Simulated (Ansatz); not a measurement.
G0W0 rungs for BaIBr (Pnma).

```xyz
12
Lattice="8.8145 0.0000 0.0000 0.0000 5.1243 0.0000 0.0000 0.0000 10.1917" Properties=species:S:1:pos:R:3 pbc="T T T"
Ba    6.4242    1.2811    3.8233
Ba    2.3903    3.8432    6.3684
Ba    6.7975    3.8432    8.9191
Ba    2.0170    1.2811    1.2726
I     4.1570    1.2811    8.4772
I     4.6575    3.8432    1.7145
I     0.2502    3.8432    3.3814
I     8.5642    1.2811    6.8103
Br    7.5493    1.2811    0.6796
Br    1.2651    3.8432    9.5120
Br    5.6724    3.8432    5.7755
Br    3.1421    1.2811    4.4162
```

The cell and positions are those that the Materials Project relaxed with its own functionals (PBE, PBE+U or r2SCAN), kept fixed. Spin-orbit coupling is left out unless a run names it. PAW set soft_2, made with PBE.

Runs so far (Ansatz 0.2.0, start PBEsol, default PAW files, 2×4×2 mesh). Times are wall times on 1 × NVIDIA H100 80GB HBM3 (shared by 6 runs) with 3 threads of AMD EPYC 7R13 (Zen 3), shared host, good to a factor of about two.

```
bands summed  cutoff (eV)  gap on the mesh (eV)  time
         239           30                 4.891  34 s
         553           60                 4.973  54 s
```

Q: What should the next rung give, with 1113 bands and screening to 100 eV, and where is the limit?

The error falls about as one over the bands when the cutoff rises with them. A line through the two highest rungs given predicts 5.005 eV; the run gave 5.143 eV, a miss of 0.138 eV, so the law fails here: the steps don't follow it yet. The two highest rungs put the limit near 5.310 eV, the pair below near 5.036 eV; neither can be trusted until a further rung is run.

Gaps are over the mesh's points; an edge off the mesh would be missed. Limits: not at the basis limit; no spin-orbit coupling.

[Paths, hosts, dates, memory and timing lines, banners, echoed tables and standing remarks are left out of the program output.]

[Logs are printed without paths, hosts, clocks, repeated set-up lines and the standing remarks that a program may print on its own settings, such as how far it seeks lower states.]

[Runs of the session that timed out or met a known fault of the program may be left out.]

[Cells called generated may have been cut or substituted from an entry of the Crystallography Open Database or the Materials Project.]

[Hosts, paths, dates, database ids (printed as entryN), source tags and the programs' standing remarks are cut or masked in the printed files.]
